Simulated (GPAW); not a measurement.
# linear Rh chain, spacing 3.025 A: a ladder in the plane-wave cutoff, part 2 of 2

Aim: see how far moments and order energies of linear Rh chain, spacing 3.025 A move with the plane-wave cutoff, and what each rung costs.

GPAW 26.7.0; LDA; plane waves with GPAW's PAW setups, scalar-relativistic.

So far, largest spin moment in the augmentation sphere (μB): step 2 (rung 1 (250 eV), start ferro +) 1.59; step 5 (rung 2 (325 eV), start antiferro q=(0,0,1/2) +-) 1.15; step 6 (rung 3 (400 eV), start ferro +) 1.60; step 7 (rung 3 (400 eV), start antiferro q=(0,0,1/2) +-) 1.15; step 8 (rung 4 (500 eV), start ferro +) 1.60.

## 9. Rung 4 (500 eV), start antiferro q=(0,0,1/2) +-

Input file order2.py:

```python
import json
import numpy as np
from ase import Atoms
from ase.parallel import paropen, parprint
from gpaw import GPAW

atoms = Atoms(['Rh', 'Rh'],
    cell=[[12.0, 0.0, 0.0],
         [0.0, 12.0, 0.0],
         [0.0, 0.0, 6.05]],
    scaled_positions=[[0.5, 0.5, 0.0],
         [0.5, 0.5, 0.5]],
    pbc=True,
    magmoms=[1.0, -1.0])
atoms.calc = GPAW(mode={'name': 'pw', 'ecut': 500},
    xc='LDA',
    kpts={'size': (1, 1, 5), 'gamma': True},
    occupations={'name': 'fermi-dirac', 'width': 0.05},
    convergence={'density': 1e-05, 'energy': 1e-05},
    maxiter=200,
    symmetry={'tolerance': 1e-4},
    txt='order2.txt')
e = atoms.get_potential_energy(force_consistent=True)
res = {'free_energy': e, 'energy_sigma0': atoms.get_potential_energy(), 'fermi_energy': atoms.calc.get_fermi_level()}
res['moments'] = atoms.get_magnetic_moments().tolist()
res['total'] = atoms.get_magnetic_moment()
parprint('site moments (muB):', np.round(res['moments'], 3))
parprint(f"total moment: {res['total']:.3f} muB")
parprint(f'free energy: {e:.6f} eV')
atoms.calc.write('order2.gpw')
with paropen('results.json', 'w') as f:
    json.dump(res, f)
```

Started as:

```bash
$ OMP_NUM_THREADS=1 python3 order2.py > order2.log
```

The program printed:

```text
site moments (muB): [ 1.147 -1.147]
total moment: 0.000 muB
free energy: -5.930881 eV

--- order2.txt ---
Input parameters:
  mode=PW(ecut=500),
  convergence={'density': 1e-05, 'energy': 1e-05},
  kpts=MonkhorstPack(size=(1, 1, 5), gamma=True),
  maxiter=200,
  occupations=Occupations(name='fermi-dirac', width=0.05),
  symmetry=Symmetry(tolerance=0.0001),
  xc=XC(name='LDA')

Diagonalizing LCAO Hamiltonian
[...]
|          8 |        -5.848 |     1.000 |        -5.848 |     1.000 |
|          9 |        -5.409 |     1.000 |        -5.409 |     1.000 |
[...]
|         18 |        -1.342 |     0.000 |        -1.342 |     0.000 |
|         19 |        -1.049 |     0.000 |        -1.049 |     0.000 |
|         20 |         0.185 |     0.000 |         0.185 |     0.000 |
|         21 |         0.297 |     0.000 |         0.297 |     0.000 |

No gap
No difference between direct/indirect transitions


[key lines of the parts left out:]
Free energy:      -5.930881
Converged in 20 steps
dipole moment: (0.000003, 0.000003, -17.728713)  # |e|*Ang
Fermi level: -4.498
```

It took 63 s on 1 MPI rank of INTEL XEON PLATINUM 8581C at 2.10GHz (Emerald Rapids), shared host; peak memory 0.5 GiB.

Numbers from this step:

| Property | Result |
| --- | --- |
| magnetization | 0 μB |
| final state | antiferromagnetic |
| largest moment | 1.147 μB |

This start lies +184.7 meV a seeded atom from the first, a change of -0.0 meV since rung 3; its largest moment is 1.15 μB.

## 10. Rung 5 (650 eV), start ferro +

Input file order1.py:

```python
import json
import numpy as np
from ase import Atoms
from ase.parallel import paropen, parprint
from gpaw import GPAW

atoms = Atoms(['Rh'],
    cell=[[12.0, 0.0, 0.0],
         [0.0, 12.0, 0.0],
         [0.0, 0.0, 3.025]],
    scaled_positions=[[0.5, 0.5, 0.0]],
    pbc=True,
    magmoms=[1.0])
atoms.calc = GPAW(mode={'name': 'pw', 'ecut': 650},
    xc='LDA',
    kpts={'size': (1, 1, 10), 'gamma': True},
    occupations={'name': 'fermi-dirac', 'width': 0.05},
    convergence={'density': 1e-05, 'energy': 1e-05},
    maxiter=200,
    symmetry={'tolerance': 1e-4},
    txt='order1.txt')
e = atoms.get_potential_energy(force_consistent=True)
res = {'free_energy': e, 'energy_sigma0': atoms.get_potential_energy(), 'fermi_energy': atoms.calc.get_fermi_level()}
res['moments'] = atoms.get_magnetic_moments().tolist()
res['total'] = atoms.get_magnetic_moment()
parprint('site moments (muB):', np.round(res['moments'], 3))
parprint(f"total moment: {res['total']:.3f} muB")
parprint(f'free energy: {e:.6f} eV')
atoms.calc.write('order1.gpw')
with paropen('results.json', 'w') as f:
    json.dump(res, f)
```

Started as:

```bash
$ OMP_NUM_THREADS=1 python3 order1.py > order1.log
```

The program printed:

```text
site moments (muB): [1.599]
total moment: 2.000 muB
free energy: -3.153218 eV

--- order1.txt ---
Input parameters:
  mode=PW(ecut=650),
  convergence={'density': 1e-05, 'energy': 1e-05},
  kpts=MonkhorstPack(size=(1, 1, 10), gamma=True),
  maxiter=200,
  occupations=Occupations(name='fermi-dirac', width=0.05),
  symmetry=Symmetry(tolerance=0.0001),
  xc=XC(name='LDA')

Diagonalizing LCAO Hamiltonian
[...]
|          3 |        -7.148 |     1.000 |        -6.443 |     1.000 |
|          4 |        -5.759 |     1.000 |        -4.693 |     0.987 |
[...]
|          8 |        -5.043 |     1.000 |        -3.980 |     0.000 |
|          9 |        -1.545 |     0.000 |        -1.168 |     0.000 |
|         10 |        -1.545 |     0.000 |        -1.168 |     0.000 |
|         11 |         0.268 |     0.000 |         0.320 |     0.000 |

No gap
No difference between direct/indirect transitions


[key lines of the parts left out:]
Free energy:      -3.153218
Converged in 18 steps
dipole moment: (0.000001, 0.000001, -8.873573)  # |e|*Ang
Fermi level: -4.478
```

It took 42 s on 1 MPI rank; peak memory 0.41 GiB.

Numbers from this step:

| Quantity | Value |
| --- | --- |
| magnetization | 2.000 μB |
| final state | ferromagnetic |
| largest moment | 1.599 μB |

The largest moment is that of rung 4, at 1.5 times its CPU time.

## 11. Rung 5 (650 eV), start antiferro q=(0,0,1/2) +-

order2.py is the script of step 9 with these lines changed:

```diff
@@ -14,3 +14,3 @@
     magmoms=[1.0, -1.0])
-atoms.calc = GPAW(mode={'name': 'pw', 'ecut': 500},
+atoms.calc = GPAW(mode={'name': 'pw', 'ecut': 650},
     xc='LDA',
```

Started as:

```bash
$ OMP_NUM_THREADS=1 python3 order2.py > order2.log
```

The program printed:

```text
site moments (muB): [ 1.147 -1.147]
total moment: 0.000 muB
free energy: -5.936951 eV

--- order2.txt ---
Input parameters:
  mode=PW(ecut=650),
  convergence={'density': 1e-05, 'energy': 1e-05},
  kpts=MonkhorstPack(size=(1, 1, 5), gamma=True),
  maxiter=200,
  occupations=Occupations(name='fermi-dirac', width=0.05),
  symmetry=Symmetry(tolerance=0.0001),
  xc=XC(name='LDA')

Diagonalizing LCAO Hamiltonian
[...]
|          8 |        -5.848 |     1.000 |        -5.848 |     1.000 |
|          9 |        -5.409 |     1.000 |        -5.409 |     1.000 |
[...]
|         18 |        -1.342 |     0.000 |        -1.342 |     0.000 |
|         19 |        -1.049 |     0.000 |        -1.049 |     0.000 |
|         20 |         0.184 |     0.000 |         0.184 |     0.000 |
|         21 |         0.297 |     0.000 |         0.297 |     0.000 |

No gap
No difference between direct/indirect transitions


[key lines of the parts left out:]
Free energy:      -5.936951
Converged in 20 steps
dipole moment: (0.000003, 0.000003, -17.728840)  # |e|*Ang
Fermi level: -4.498
```

Wall time 89 s (1 MPI rank); peak memory 0.68 GiB.

This step gave:

| Item | Value |
| --- | --- |
| magnetization | 0 μB |
| final state | antiferromagnetic |
| largest moment | 1.147 μB |

This start lies +184.7 meV a seeded atom from the first, a change of +0.0 meV since rung 4; its largest moment is 1.15 μB.

## 12. Rung 6 (800 eV), start ferro +

order1.py is the script of step 10 with these lines changed:

```diff
@@ -13,3 +13,3 @@
     magmoms=[1.0])
-atoms.calc = GPAW(mode={'name': 'pw', 'ecut': 650},
+atoms.calc = GPAW(mode={'name': 'pw', 'ecut': 800},
     xc='LDA',
```

Started as:

```bash
$ OMP_NUM_THREADS=1 python3 order1.py > order1.log
```

The program printed:

```text
site moments (muB): [1.599]
total moment: 2.000 muB
free energy: -3.153988 eV

--- order1.txt ---
Input parameters:
  mode=PW(ecut=800),
  convergence={'density': 1e-05, 'energy': 1e-05},
  kpts=MonkhorstPack(size=(1, 1, 10), gamma=True),
  maxiter=200,
  occupations=Occupations(name='fermi-dirac', width=0.05),
  symmetry=Symmetry(tolerance=0.0001),
  xc=XC(name='LDA')

Diagonalizing LCAO Hamiltonian
[...]
|          3 |        -7.148 |     1.000 |        -6.443 |     1.000 |
|          4 |        -5.759 |     1.000 |        -4.693 |     0.987 |
[...]
|          8 |        -5.043 |     1.000 |        -3.980 |     0.000 |
|          9 |        -1.545 |     0.000 |        -1.168 |     0.000 |
|         10 |        -1.545 |     0.000 |        -1.168 |     0.000 |
|         11 |         0.268 |     0.000 |         0.320 |     0.000 |

No gap
No difference between direct/indirect transitions


[key lines of the parts left out:]
Free energy:      -3.153988
Converged in 18 steps
dipole moment: (0.000001, 0.000001, -8.873574)  # |e|*Ang
Fermi level: -4.478
```

The job ended after 54 s (1 MPI rank; peak memory 0.52 GiB).

This step gave:

* magnetization: 2.000 μB
* final state: ferromagnetic
* largest moment: 1.599 μB

The largest moment is that of rung 5, at 1.3 times its CPU time.

## 13. Rung 6 (800 eV), start antiferro q=(0,0,1/2) +-

order2.py is the script of step 11 with these lines changed:

```diff
@@ -14,3 +14,3 @@
     magmoms=[1.0, -1.0])
-atoms.calc = GPAW(mode={'name': 'pw', 'ecut': 650},
+atoms.calc = GPAW(mode={'name': 'pw', 'ecut': 800},
     xc='LDA',
```

Started as:

```bash
$ OMP_NUM_THREADS=1 python3 order2.py > order2.log
```

The program printed:

```text
site moments (muB): [ 1.147 -1.147]
total moment: 0.000 muB
free energy: -5.938493 eV

--- order2.txt ---
Input parameters:
  mode=PW(ecut=800),
  convergence={'density': 1e-05, 'energy': 1e-05},
  kpts=MonkhorstPack(size=(1, 1, 5), gamma=True),
  maxiter=200,
  occupations=Occupations(name='fermi-dirac', width=0.05),
  symmetry=Symmetry(tolerance=0.0001),
  xc=XC(name='LDA')

Diagonalizing LCAO Hamiltonian
[...]
|          8 |        -5.848 |     1.000 |        -5.848 |     1.000 |
|          9 |        -5.409 |     1.000 |        -5.409 |     1.000 |
[...]
|         18 |        -1.342 |     0.000 |        -1.342 |     0.000 |
|         19 |        -1.049 |     0.000 |        -1.049 |     0.000 |
|         20 |         0.184 |     0.000 |         0.185 |     0.000 |
|         21 |         0.297 |     0.000 |         0.297 |     0.000 |

No gap
No difference between direct/indirect transitions


[key lines of the parts left out:]
Free energy:      -5.938493
Converged in 20 steps
dipole moment: (0.000003, 0.000003, -17.728833)  # |e|*Ang
Fermi level: -4.498
```

Elapsed: 2 min, on 1 MPI rank; peak memory 0.91 GiB.

This step gave:

- magnetization: 0 μB
- final state: antiferromagnetic
- largest moment: 1.147 μB

This start lies +184.7 meV a seeded atom from the first, a change of -0.0 meV since rung 5; its largest moment is 1.15 μB.

## 14. Side by side

Ladder, by row:

```tsv
rung	cutoff (eV)	state from the first start	state from the second start	second less first (meV a seeded atom)	moment, first (μB)	moment, second (μB)	CPU time (s)
1	250	ferromagnetic	antiferromagnetic	185.6	1.59	1.151	36.64
2	325	ferromagnetic	antiferromagnetic	184.6	1.596	1.146	231.7
3	400	ferromagnetic	antiferromagnetic	184.8	1.598	1.147	63.03
4	500	ferromagnetic	antiferromagnetic	184.7	1.599	1.147	89.86
5	650	ferromagnetic	antiferromagnetic	184.7	1.599	1.147	130.4
6	800	ferromagnetic	antiferromagnetic	184.7	1.599	1.147	175.8
```

## 15. Results

| Property | Result |
| --- | --- |
| range of the moment in the table, first start | 1.59 to 1.60 μB |
| range of CPU time | 37 s to 3.9 min |
| range of the energy difference | 185 to 186 meV a seeded atom |
| first rung from which all stay within 9.2 meV of the last | 1 |

From rung 1 on the result stays within 0.86 meV of the last rung, inside the margin of 9.2 meV set for it, at 21 % of the last rung's cost. The first start ends lower on every rung of the table; whether functional and cell give the true order is another question.

[Logs and program files are shortened in this print: banners, set-up blocks, solver, clock and traceback lines can be left out without a mark of their own.]

[Logs are printed without paths, hosts, clocks, repeated set-up lines and the standing remarks that a program may print on its own settings, such as how far it seeks lower states.]

[Hosts, paths, dates, database ids (printed as entryN), source tags and the programs' standing remarks are cut or masked in the printed files.]

[Where a cell is said to come from a database of computed structures, the database is the Materials Project.]
